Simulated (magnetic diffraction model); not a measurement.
# Tb6CuAu7: the ordered moment from one line

Space group R-3 (no. 148), a = 13.3500 Å, c = 5.9680 Å.

| site | atom | x | y | z |
| --- | --- | --- | --- | --- |
| 3a | Au | 0 | 0 | 0 |
| 18f | Au | 0.8790 | 0.6071 | 0.0481 |
| 18f | Tb | 0.1191 | 0.6219 | 0.9072 |
| 3b | Cu | 0 | 0 | 1/2 |

This is a made-up structure (elements placed in a structure type, unrelaxed), so the numbers test the method and describe no known phase.

Only Tb is taken to order (form factors of Tb3+); orders and moment sizes are assumed, and not adapted to the symmetry. Radiation: neutrons of λ = 1.8 Å, 3° to 45°; isotropic B of 0.17 Å² (Au), 0.2 Å² (Tb) and 0.23 Å² (Cu). The intensities are simulated: I ∝ L Σ (|F_N|² + |F_M⊥|²) for unpolarised neutrons, with F_M = 2.695 fm/μB × Σ f(s) S exp(2πi Q·r) exp(−B s²) at Q = H ± k (one set where k and −k are equivalent), only the part normal to Q counting and L = 1/(sin²θ cos θ). For a modulated order the moment at position r is S exp(−2πi k·r) + c.c., with S = m/2 for a sine wave of amplitude m and S = m(u + iv)/2 for moments turning in a plane, u and v being orthogonal unit vectors in it; the phase factor of the sum at Q = H + k is then exp(2πi H·r). Form factors are spin-only for 3d ions and dipole or tabulated for f ions, scattering lengths are Sears's of 1992, and absorption is left out. A label names one of the reflections at its angle. The strongest nuclear line in the range is 100, and lines under 0.2 are left out.

In a first state the assumed order is k = (0 0 1/4), moments turning in the plane of [100] and [010], 7.1 μB on Tb; signs + at (0.1191, 0.6219, 0.9072), + at (0.0448, 0.8305, 0.2405), − at (0.8361, 0.5476, 0.5739), + at (0.5476, 0.7114, 0.4261), − at (0.6219, 0.5028, 0.0928), − at (0.8305, 0.7858, 0.7595), with this pattern:

```
2θ (°)      index  nuclear  magnetic
 15.78  (1 0 3/4)      0.0     103.0
 16.10  (1 1 1/4)      0.0      99.9
 22.19  (0 2 3/4)      0.0      28.8
 23.54  (1 0 5/4)      0.0      48.4
 25.04    (0 2 1)      0.7       0.0
 27.01    (3 0 0)      0.5       0.0
 27.18  (2 1 3/4)      0.0      14.0
 27.37  (3 0 1/4)      0.0      34.0
 28.30  (0 2 5/4)      0.0      19.9
 31.29    (2 2 0)      0.6       0.0
 31.60  (2 2 1/4)      0.0      17.9
 31.94  (0 1 7/4)      0.0       9.9
 32.42  (2 1 5/4)      0.0      11.0
 35.23  (1 3 3/4)      0.0      16.6
 35.69  (2 0 7/4)      0.0      17.8
 36.30    (0 1 2)      6.9       0.0
```
(The table stops after 16 lines; 14 more lie at higher angle.)

**Question.** Nearer the ordering temperature the line at 15.78° has total intensity 9.3 on the same scale, and all moments have shrunk alike. How large is the Tb moment?

The nuclear part, 0.0, stays, so the magnetic part is 9.3 against 103.0. It goes as m², so m = 7.1 × √(9.3/103.0) = 2.13 μB; the value used was 2.13 μB.

[Logs are printed without paths, hosts, clocks, repeated set-up lines and the standing remarks that a program may print on its own settings, such as how far it seeks lower states.]
